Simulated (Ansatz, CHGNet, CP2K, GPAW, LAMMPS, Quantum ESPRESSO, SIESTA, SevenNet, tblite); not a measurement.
**Liquid (Cs,Na,Li)Cl at 1200 K (74 atoms) in GPAW**

Aim: run liquid (Cs,Na,Li)Cl at 1200 K (74 atoms) in GPAW and see how near its forces come to a plane-wave reference, and at what cost.

Method: the method is named at each step, in GPAW 26.7.0.

**1. Set-up**

The cell holds 74 atoms: 16 Cs, 5 Na, 16 Li and 37 Cl. Cell: a = 13.948 Å, b = 13.948 Å, c = 13.948 Å, α = 90.0°, β = 90.0°, γ = 90.0°. 74 atoms (16 Cs, 5 Na, 16 Li, 37 Cl) placed at random at 2.24 g/cm³, melted at 1800 K for 10 ps at fixed volume with the Lennard-Jones and Coulomb ion parameters for SPC/E (Joung and Cheatham, J. Phys. Chem. B 112, 9020 (2008)), full charges. Snapshot at the end of a hold of 20 ps at 1200 K and fixed volume.

The yardstick, on the same geometry:

* method: Kohn-Sham DFT, PBE, SSSP efficiency 1.3.0 pseudopotentials, plane waves (Quantum ESPRESSO 7.5); sssp-pbe-1.3.0-efficiency, cutoffs 45/360 Ry, Γ point
* r.m.s. force component: 0.4668 eV/Å
* longest force: 1.89 eV/Å
* pressure: 0.3003 GPa
* gap (highest filled to lowest empty level): 3.664 eV
* time: 4.5 min on 4 MPI ranks of Arm Neoverse V2, shared host
* CPU time: 18 min

**2. PBE, LCAO dzp, h 0.2 Å**

Method: Kohn-Sham DFT, PBE, PAW, atomic orbitals (dzp).

Contents of run.py:

```python
import numpy as np
from ase.io import read
from gpaw import GPAW, FermiDirac

atoms = read("structure.xyz")
atoms.calc = GPAW(
    mode="lcao",
    basis="dzp",
    h=0.2,
    xc="PBE",
    kpts={"size": (1, 1, 1), "gamma": True},
    occupations=FermiDirac(0.05),
    maxiter=200,
    symmetry={"point_group": False},
    txt="gpaw.txt",
)
energy = atoms.get_potential_energy(force_consistent=True)
forces = atoms.get_forces()
print(f"energy {energy:.6f} eV")
print("forces (eV/A)")
for i, (a, f) in enumerate(zip(atoms, forces)):
    print(f"{i:4d} {a.symbol:2s} {f[0]:10.5f} {f[1]:10.5f} {f[2]:10.5f}")
print(f"Fermi level {atoms.calc.get_fermi_level():.4f} eV")
for k in range(len(atoms.calc.get_ibz_k_points())):
    for s in range(atoms.calc.get_number_of_spins()):
        e = atoms.calc.get_eigenvalues(kpt=k, spin=s)
        n = np.searchsorted(e, atoms.calc.get_fermi_level())
        print(f"k {k} spin {s} levels about the Fermi level:", np.round(e[max(n - 6, 0):n], 4).tolist(), "|", np.round(e[n:n + 6], 4).tolist())
```

Contents of structure.xyz:

```xyz
74
Lattice="13.94850 0.00000 0.00000 0.00000 13.94850 0.00000 0.00000 0.00000 13.94850" Properties=species:S:1:pos:R:3 pbc="T T T"
Cs 8.52072 11.01374 5.28425
Cs 9.41761 13.00126 10.74076
Cs 3.56273 7.29953 4.58669
Cs 12.41277 1.70367 1.45873
Cs 6.49735 9.17616 7.49090
Cs 3.83612 11.94033 5.92616
Cs 12.59731 12.61753 4.68697
Cs 13.91279 10.01335 9.70802
Cs 7.70906 3.73164 11.94619
Cs 8.60818 5.50324 7.15753
Cs 1.92838 7.98496 0.23587
Cs 7.31529 5.29164 2.68216
Cs 4.36630 1.33403 11.59106
Cs 2.76431 3.61950 1.27657
Cs 0.34397 5.07167 6.48396
Cs 1.13387 0.35178 9.39808
Na 3.48141 6.89377 9.85768
Na 4.50913 10.95543 11.21166
Na 10.21295 1.52122 6.47141
Na 5.52974 10.49527 1.79629
Na 11.89305 7.03144 10.85500
Li 12.31625 5.86813 1.55149
Li 10.67018 7.36983 4.60189
Li 1.18897 4.93610 11.58548
Li 9.91153 8.59228 13.03543
Li 11.70377 2.55355 11.40290
Li 6.98862 0.28023 8.46548
Li 0.48680 9.45931 5.54076
Li 8.17298 1.32315 2.75581
Li 10.94943 9.08368 7.52940
Li 4.90625 3.76679 7.70655
Li 8.66537 12.03170 0.98337
Li 12.56565 9.28063 1.87956
Li 0.01492 11.97479 13.38861
Li 4.21370 0.00628 1.91122
Li 6.71927 8.05875 13.69017
Li 2.72442 1.96367 5.90858
Cl 9.25567 12.48209 7.65396
Cl 3.46299 2.12659 8.32391
Cl 13.27018 1.95893 6.46471
Cl 7.29297 0.99341 10.66028
Cl 10.53279 10.74286 1.65555
Cl 5.24310 8.40648 11.71702
Cl 3.18151 0.13837 4.13754
Cl 12.35056 8.39532 13.52809
Cl 0.78851 7.30162 10.64745
Cl 0.04980 3.13799 10.85640
Cl 10.07947 8.98283 9.92882
Cl 5.38175 6.18309 8.11049
Cl 10.31492 1.52192 13.12596
Cl 1.83018 11.22422 11.78648
Cl 3.61001 4.90220 12.36827
Cl 1.50002 7.82846 6.98694
Cl 0.37508 10.97175 1.78178
Cl 12.79998 13.06500 11.05991
Cl 6.03579 2.66667 2.10148
[... 14 atom lines left out ...]
Cl 2.52858 0.56840 0.16850
Cl 13.19277 7.46858 3.17300
Cl 11.32032 6.79459 7.03730
Cl 6.68370 13.22862 1.78332
```

Started as:

```
> OMP_NUM_THREADS=1 python run.py > output.txt
```

The program printed:

```text
energy -231.394553 eV
forces (eV/A)
   0 Cs   -0.04121   -0.01591   -1.86633
   1 Cs    1.29102   -1.22781    0.73348
   2 Cs    0.10381    0.22334   -0.40894
   3 Cs   -0.00062   -0.32159    0.49708
   4 Cs   -0.32418   -0.02109    0.83952
   5 Cs    0.08825    0.10291    1.51883
   6 Cs    0.68603    0.92020   -0.20430
   7 Cs   -0.68729    0.66570   -0.53897
   8 Cs   -0.00606    0.61550    0.49231
   9 Cs   -0.41549   -0.94803    0.75309
  10 Cs   -0.01875    0.05330   -0.35612
  11 Cs    0.44051    0.46387    0.68788
  12 Cs   -0.56423    0.22692    0.06853
  13 Cs    1.63416   -0.21971    0.78099
  14 Cs   -1.29136   -0.52789    0.15032
  15 Cs   -0.28493    0.05164    0.00266
  16 Na    0.06230   -0.02895    0.42868
  17 Na   -0.09930   -0.24882    0.05112
  18 Na    0.08201   -0.03688   -0.14842
  19 Na    0.38759   -0.13890   -0.34692
  20 Na   -0.01407   -0.25210   -0.03421
  21 Li    0.24896   -0.39761    0.19974
  22 Li    0.35625   -0.06311    0.29500
  23 Li    0.21235    0.04994    0.22803
[...]
66 Cl   -0.05375    0.56576   -0.36207
  67 Cl   -0.38161    0.32486   -0.05145
  68 Cl    0.59522   -1.77874    0.07715
  69 Cl    0.82569   -0.12955   -0.28994
  70 Cl    0.25521   -0.44845    0.40247
  71 Cl    0.03731    0.11886    0.04156
  72 Cl    0.50473    0.53749   -0.22845
  73 Cl    0.02886   -0.40285    0.03232
Fermi level 1.0124 eV
k 0 spin 0 levels about the Fermi level: [-0.4085, -0.3681, -0.2979, -0.2741, -0.2515, -0.2234] | [3.3575, 4.0608, 4.1555, 4.3806, 4.5147, 4.5722]
```

gpaw.txt:

```text
Input parameters:
  mode=LCAO(),
  basis={'default': 'dzp'},
  h=0.2,
  kpts=MonkhorstPack(size=(1, 1, 1), gamma=True),
  maxiter=200,
  occupations=Occupations(name='fermi-dirac', width=0.05, fixmagmom=False),
  symmetry=Symmetry(point_group=False),
  xc=XC(name='PBE')
Unit cell  # Å
| periodic |         x |         y |         z |   lengths |    angles |
|----------|-----------|-----------|-----------|-----------|-----------|
|      yes | 13.948500 |  0.000000 |  0.000000 | 13.948500 | 90.000000 |
|      yes |  0.000000 | 13.948500 |  0.000000 | 13.948500 | 90.000000 |
|      yes |  0.000000 |  0.000000 | 13.948500 | 13.948500 | 90.000000 |
Number of symmetries: 1
Symmetry operations  # r_c * U_cc + t_c -> r_c
|   | kind |            matrix            |
|---|------|------------------------------|
| 0 |  E   |  1, 0, 0,  0, 1, 0,  0, 0, 1 |
BZ-sampling:
  Number of BZ points: 1
  Number of IBZ points: 1
  Monkhorst-Pack size: [1, 1, 1]
  Monkhorst-Pack shift: [0, 0, 0]
[... lines left out ...]
Reference energy: -3878672.009028  # eV
eigensolver:
density mixing:
  MSR1-Mixer
occupation numbers:
  Fermi-Dirac:
    width: 0.0500  # eV
FastPoissonSolver using
    Stencil: 6*3+1=19 point O(h^6) finite-difference Laplacian
xc functional:
  name: PBE with 2 nearest neighbor stencil
interpolation: tri-quintic # 5. degree polynomial
Initialization done in: 12.352 s
convergence criteria:
- Maximum [total energy] change in last 3 cyles: 0.0005 eV / valence electron
- Maximum integral of absolute [dens]ity change: 0.0001 electrons / valence electron
- Maximum integral of absolute [eigenst]ate change: 4e-08 eV^2 / valence electron
maximum number of iterations: 200
SCF iterations
|iter     |      energy | eigst |  dens |
|---------|-------------|-------|-------|
|iter:   1| -237.563000 |      c|       |
|iter:   2| -236.175413 |      c| -1.20 |
|iter:   3| -231.134828 |      c| -1.24 |
|iter:   4| -231.354669 |      c| -1.67 |
|iter:   5| -231.394308 |      c| -2.14 |
|iter:   6| -231.394553c|      c| -2.99 |
|iter:   7| -231.394551c|      c| -3.58 |
|iter:   8| -231.394553c|      c| -3.99 |
|iter:   9| -231.394553c|      c| -4.70c|
Converged in 9 steps
SCF loop duration: 286.372 s (31.819 s/step)
Energy contributions relative to reference atoms: (reference = -3878672.009028)
Energy contributions:
  Kinetic:         392.726492
  Coulomb:        -377.910823
  Zero:              5.693783
  External:          0.000000
  Xc:             -251.904005
  Entropy:          -0.000000
  Spinorbit:         0.000000
  ----------------------------
  Free energy:    -231.394553
  Extrapolated:   -231.394553
dipole moment: (-96.682796, -115.083703, 1.746081)  # |e|*Ang
Fermi level: 1.012
Eigenvalues  # (at kpt = [0.000, 0.000, 0.000])
| band index |      eig [eV] | occ [0-2] |
|------------|---------------|-----------|
|          0 |       -23.352 |     2.000 |
|        ... |               |           |
|        219 |        -0.452 |     2.000 |
|        220 |        -0.433 |     2.000 |
[...]
|        234 |         4.813 |     0.000 |
|        ... |               |           |
|        276 |         6.526 |     0.000 |
Gap: 3.581 eV
Transition (v -> c):
  (s=0, k=0, n=226, [0.00, 0.00, 0.00]) -> (s=0, k=0, n=227, [0.00, 0.00, 0.00])
No difference between direct/indirect transitions
Force computation time: 84.964  # s
timing:  # [seconds]
  Total:  383.725  # ━━━━━━━━━━━━━━━━━━━━━━━━━━━━━━━━━━━━━━━━━━━━━━━━━━━━━━━━
  Init:    12.351  # ━━
  SCF:    286.372  # ━━━━━━━━━━━━━━━━━━━━━━━━━━━━━━━━━━━━━━━━━━
  Forces:  84.964  # ━━━━━━━━━━━━╸
```

The job ended after 6.4 min (1 thread of Arm Neoverse V2, shared host; peak memory 2.5 GiB).

Banners, paths, timers and routine set-up lines are dropped from the logs unmarked, and long logs keep their key lines alone; longer cuts are marked.

Numbers from this run, and their distance from the reference:

| Item | Value |
| --- | --- |
| r.m.s. force component | 0.5049 eV/Å |
| r.m.s. difference of force components | 50.87 meV/Å |
| longest difference of force vectors | 220.8 meV/Å |
| force difference over r.m.s. force | 10.9 % |
| slope of forces against the reference's | 1.079 |
| correlation of force components | 0.9976 |
| gap (highest filled to lowest empty level) | 3.581 eV |
| gap difference | -0.0834 eV |

Length of the force difference by element (eV/Å):

```csv
element,atoms,mean,most
Cl,37,0.070,0.22
Cs,16,0.12,0.21
Li,16,0.059,0.11
Na,5,0.015,0.029
```

Levels nearest the highest filled one (eV from it): -0.19, -0.14, -0.07, -0.05, -0.03, 0.00, 3.58, 4.28, 4.38, 4.60, 4.74, 4.80.

A closer look about Li36, picked at random: 9 atoms, nearest first, numbered in the order of the input, with positions taken from that point.

```csv
atom,x,y,z,distance (Å),Fx,Fy,Fz (eV/Å)
Li36,0.00,0.00,0.00,0.00,-0.37,-0.48,-0.14
Cl61,0.91,2.17,0.02,2.36,-0.04,0.06,0.03
Cl59,1.58,-1.79,0.20,2.39,0.49,0.96,-0.53
Cl43,-1.48,0.35,-1.97,2.49,-0.24,0.20,-0.24
Cl67,-1.73,-0.79,1.86,2.66,-0.05,0.57,-0.36
Li25,3.19,0.53,-0.65,3.30,-0.09,0.04,0.30
Na20,-1.19,2.44,2.05,3.40,0.39,-0.14,-0.35
Cs12,0.60,-2.77,2.94,4.08,0.44,0.46,0.69
Na18,-2.21,2.90,-2.48,4.41,-0.10,-0.25,0.05
```

Atoms are counted from 1 here, from 0 in the log.

Forces lie 11 % from the reference's, at 0.36 times its CPU time (on 1 against 4 cores).

**3. PBE, LCAO sz(dzp), h 0.2 Å**

Method: Kohn-Sham DFT, PBE, PAW, atomic orbitals (sz(dzp)).

run.py: that of step 2 with these lines changed.

```diff
@@ -7,3 +7,3 @@
     mode="lcao",
-    basis="dzp",
+    basis="sz(dzp)",
     h=0.2,
```

structure.xyz is that of step 2.

The program printed:

```text
energy -211.612723 eV
forces (eV/A)
   0 Cs    0.00405   -0.00397   -2.02718
   1 Cs    1.37230   -1.35480    0.83305
   2 Cs    0.09652    0.14080   -0.33928
   3 Cs    0.00235   -0.29876    0.50438
   4 Cs   -0.29499   -0.03050    0.92922
   5 Cs    0.05842    0.20537    1.55918
   6 Cs    0.74043    0.89835   -0.34535
   7 Cs   -0.65473    0.67702   -0.51082
   8 Cs   -0.02201    0.68420    0.53074
   9 Cs   -0.43722   -1.01776    0.82187
  10 Cs   -0.01940    0.10147   -0.33508
  11 Cs    0.45073    0.43592    0.67380
[...]
69 Cl    0.83498   -0.07540   -0.31244
  70 Cl    0.16408   -0.32434    0.28454
  71 Cl    0.12811    0.09782    0.09548
  72 Cl    0.55522    0.27447   -0.16789
  73 Cl   -0.03338   -0.48742    0.10104
Fermi level 1.6892 eV
k 0 spin 0 levels about the Fermi level: [0.0985, 0.1551, 0.193, 0.2154, 0.274, 0.3266] | [3.4479, 4.2016, 4.4165, 4.6188, 4.7098, 4.7842]
```

gpaw.txt:

```text
Input parameters:
  mode=LCAO(),
  basis={'default': 'sz(dzp)'},
  h=0.2,
  kpts=MonkhorstPack(size=(1, 1, 1), gamma=True),
  maxiter=200,
  occupations=Occupations(name='fermi-dirac', width=0.05, fixmagmom=False),
  symmetry=Symmetry(point_group=False),
  xc=XC(name='PBE')
[... lines left out ...]
  Fermi-Dirac:
[... lines left out ...]
convergence criteria:
- Maximum [total energy] change in last 3 cyles: 0.0005 eV / valence electron
[... lines left out ...]
Converged in 8 steps
[... lines left out ...]
  Free energy:    -211.612723
[... lines left out ...]
Fermi level: 1.689
[... lines left out ...]
|          0 |       -23.273 |     2.000 |
|        ... |               |           |
|        219 |         0.039 |     2.000 |
|        220 |         0.057 |     2.000 |
[...]
|        234 |         5.000 |     0.000 |
|        ... |               |           |
|        276 |         7.031 |     0.000 |
Gap: 3.121 eV
Transition (v -> c):
  (s=0, k=0, n=226, [0.00, 0.00, 0.00]) -> (s=0, k=0, n=227, [0.00, 0.00, 0.00])
No difference between direct/indirect transitions
Force computation time: 25.308  # s
timing:  # [seconds]
  Total:  128.465  # ━━━━━━━━━━━━━━━━━━━━━━━━━━━━━━━━━━━━━━━━━━━━━━━━━━━━━━━━
  Init:     8.899  # ━━━━
  SCF:     94.233  # ━━━━━━━━━━━━━━━━━━━━━━━━━━━━━━━━━━━━━━━━━
  Forces:  25.308  # ━━━━━━━━━━━
```

It took 2.2 min on 1 thread; peak memory 1.9 GiB.

Compared with the plane-wave run:

```yaml
r_m_s_force_component: 0.5078 eV/Å
r_m_s_difference_of_force_components: 113.2 meV/Å
longest_difference_of_force_vectors: 382.5 meV/Å
force_difference_over_r_m_s_force: 24.25 %
slope_of_forces_against_the_reference_s: 1.062
correlation_of_force_components: 0.9765
spacing_of_highest_filled_and_lowest_empty_level: 3.121 eV
gap_difference: -0.543 eV
```

This is a coarse setting, run to see what it loses.

Against the first run (11 %), the force difference from the reference is 24 %, at 0.34 times the CPU time, with 407 basis functions against 1110: the smaller basis costs accuracy.

**4. LDA, LCAO dzp, h 0.2 Å**

Method: Kohn-Sham DFT, LDA, PAW, atomic orbitals (dzp).

run.py: that of step 3 with these lines changed.

```diff
@@ -7,5 +7,5 @@
     mode="lcao",
-    basis="sz(dzp)",
+    basis="dzp",
     h=0.2,
-    xc="PBE",
+    xc="LDA",
     kpts={"size": (1, 1, 1), "gamma": True},
```

structure.xyz is that of step 3.

The program printed:

```text
energy -250.520466 eV
forces (eV/A)
   0 Cs    0.02483   -0.10920   -1.63305
   1 Cs    1.21835   -1.03671    0.60077
   2 Cs    0.14737    0.19377   -0.31462
   3 Cs   -0.10797   -0.10982    0.39671
   4 Cs   -0.27799   -0.05362    0.63276
   5 Cs    0.02535    0.10693    1.39933
[...]
71 Cl   -0.03646    0.15582   -0.00636
  72 Cl    0.38461    0.54870   -0.26577
  73 Cl    0.03048   -0.40181    0.05350
Fermi level 0.7117 eV
k 0 spin 0 levels about the Fermi level: [-0.676, -0.6316, -0.5716, -0.5387, -0.5234, -0.4935] | [2.8176, 3.5919, 3.6702, 3.8741, 3.9755, 4.0453]
```

gpaw.txt:

```text
Input parameters:
  mode=LCAO(),
  basis={'default': 'dzp'},
  h=0.2,
  kpts=MonkhorstPack(size=(1, 1, 1), gamma=True),
  maxiter=200,
  occupations=Occupations(name='fermi-dirac', width=0.05, fixmagmom=False),
[... lines left out ...]
  Fermi-Dirac:
[... lines left out ...]
convergence criteria:
- Maximum [total energy] change in last 3 cyles: 0.0005 eV / valence electron
[... lines left out ...]
Converged in 8 steps
[... lines left out ...]
  Free energy:    -250.520466
[... lines left out ...]
Fermi level: 0.712
[... lines left out ...]
|        ... |               |           |
|        276 |         6.022 |     0.000 |
Gap: 3.311 eV
Transition (v -> c):
  (s=0, k=0, n=226, [0.00, 0.00, 0.00]) -> (s=0, k=0, n=227, [0.00, 0.00, 0.00])
No difference between direct/indirect transitions
Force computation time: 75.468  # s
timing:  # [seconds]
  Total:  323.957  # ━━━━━━━━━━━━━━━━━━━━━━━━━━━━━━━━━━━━━━━━━━━━━━━━━━━━━━━━
  Init:     9.786  # ━╸
  SCF:    238.676  # ━━━━━━━━━━━━━━━━━━━━━━━━━━━━━━━━━━━━━━━━━╸
  Forces:  75.468  # ━━━━━━━━━━━━━
```

The job ended after 5.4 min (1 thread; peak memory 2.5 GiB).

Compared with the plane-wave run:

- r.m.s. force component: 0.4488 eV/Å
- r.m.s. difference of force components: 61.75 meV/Å
- longest difference of force vectors: 227.7 meV/Å
- force difference over r.m.s. force: 13.23 %
- slope of forces against the reference's: 0.9534
- correlation of force components: 0.9917
- gap (highest filled to lowest empty level): 3.311 eV
- gap difference: -0.3532 eV

Against the first run (11 %), the force difference from the reference is 13 %, at 0.84 times the CPU time; the model has changed, so this is no error of the program alone.

(Continued in part 2 of 2.)

[Also dropped from logs without a mark: logging warnings of Python, and SIESTA's first energy breakdown and zero terms.]

[Logs are printed without paths, hosts, clocks, repeated set-up lines and the standing remarks that a program may print on its own settings, such as how far it seeks lower states.]

[Hosts, paths, dates, database ids (printed as entryN), source tags and the programs' standing remarks are cut or masked in the printed files.]
